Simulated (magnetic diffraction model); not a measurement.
**Which magnetic order? Li₄HoAg**

Space group F-43m (no. 216), a = 7.7330 Å.

| site | atom | x | y | z |
| --- | --- | --- | --- | --- |
| 4a | Ho | 0 | 0 | 0 |
| 4c | Ag | 1/4 | 1/4 | 1/4 |
| 16e | Li | 0.6273 | 0.1273 | 0.1273 |

This is a made-up structure (elements placed in a structure type, unrelaxed), so the numbers test the method and describe no known phase.

Only Ho is taken to order (form factors of Ho3+); orders and moment sizes are assumed, and not adapted to the symmetry. Radiation: neutrons of λ = 2.52 Å, 2° to 100°; isotropic B of 0.21 Å² (Ho), 0.21 Å² (Ag) and 0.45 Å² (Li). Simulated constant-wavelength pattern: nuclear and magnetic terms add, the magnetic one as |2.695 fm × Σ f S⊥ exp(2πi Q·r) exp(−B s²)|², summed over all Q at one angle with the factor 1/(sin²θ cos θ). For a modulated order the moment at position r is S exp(−2πi k·r) + c.c., with S = m/2 for a sine wave of amplitude m and S = m(u + iv)/2 for moments turning in a plane, u and v being orthogonal unit vectors in it; the phase factor of the sum at Q = H + k is then exp(2πi H·r). Free-ion form factors, Sears's scattering lengths of 1992, no absorption; a label names one of the reflections at its angle. The strongest nuclear line in the range is 100, and lines under 0.2 are left out.

Above the ordering temperature:

```
2θ (°)    index      I
 32.78  (1 1 1)  100.0
 38.04  (2 0 0)    1.6
 54.88  (2 2 0)   62.2
 65.42  (3 1 1)   19.2
 68.73  (2 2 2)    9.2
 81.35  (4 0 0)   42.4
 90.51  (3 3 1)   62.6
 93.55  (4 2 0)    1.1
```

Below it (cell unchanged):

```
2θ (°)      I
  5.32  563.8
 29.93   41.6
 32.45   14.6
 32.78  100.0
 36.28   33.7
 38.04    1.6
 38.44   21.0
 43.72    7.9
 50.84   16.3
 54.88   62.2
 55.19    9.8
 59.31   13.0
 59.84   14.6
 63.78   15.0
 65.23    8.7
 65.42   19.2
 67.58   14.5
 68.73    9.2
 71.29   10.5
 72.66    7.6
 74.50    2.6
 81.35   42.4
 81.60    4.4
 85.55   11.4
 86.86    6.9
 88.56    1.9
 89.02    3.9
 90.33    4.2
 90.51   62.6
 92.49    3.8
 93.55    1.1
 93.80    6.9
 95.97   10.1
 97.28    4.0
 99.07    5.2
```

**Question.** Check that the new lines index with k = (0 0.285 0), then choose among these models:
A. a sine wave with moments along [001] (amplitudes given), 8.1 μB on Ho
B. moments turning in the plane of [001] and [100], 8.1 μB on Ho
C. a sine wave with moments along [100] (amplitudes given), 8.1 μB on Ho
D. moments turning in the plane of [010] and [001], 8.1 μB on Ho

The new lines index as (0 0.285 0) at 5.32°, (1 0.715 1) at 29.93°, (0 1.715 0) at 32.45° and (1 1.285 1) at 36.28°, that is as H ± k with k = (0 0.285 0), one of 3 inequivalent arms of its star (k and −k counted as one), which a powder can't tell apart. Satellites come in pairs about each point of the reciprocal lattice.

Magnetic intensity, observed (below minus above) and for each model:

| 2θ (°) | index | observed | A | B | C | D |
| --- | --- | --- | --- | --- | --- | --- |
| 5.32 | (0 0.285 0) | 563.8 | 563.8 | 1127.6 | 563.8 | 563.8 |
| 29.93 | (1 0.715 1) | 41.6 | 41.6 | 83.2 | 41.6 | 96.6 |
| 36.28 | (1 1.285 1) | 33.7 | 33.7 | 67.4 | 33.7 | 59.1 |
| 38.44 | (2 0.285 0) | 21.0 | 21.0 | 42.0 | 21.0 | 61.3 |
| 50.84 | (2 1.715 0) | 16.3 | 16.3 | 32.6 | 16.3 | 29.5 |
| 55.19 | (2 0.285 2) | 9.8 | 9.8 | 19.5 | 9.8 | 28.9 |
| 63.78 | (3 0.715 1) | 15.0 | 15.0 | 30.0 | 15.0 | 42.2 |
| 67.58 | (3 1.285 1) | 14.5 | 14.5 | 29.0 | 14.5 | 36.2 |

Models A and C match alike on every line, so these data can't choose among them (such ties are often domains of one structure). Model B has the same shape and would fit too with moments 0.71 times as large, so only the size of the moment sets it apart.

The structure used: k = (0 0.285 0), a sine wave with moments along [001] (amplitudes given), 8.1 μB on Ho.

[Logs are printed without paths, hosts, clocks, repeated set-up lines and the standing remarks that a program may print on its own settings, such as how far it seeks lower states.]
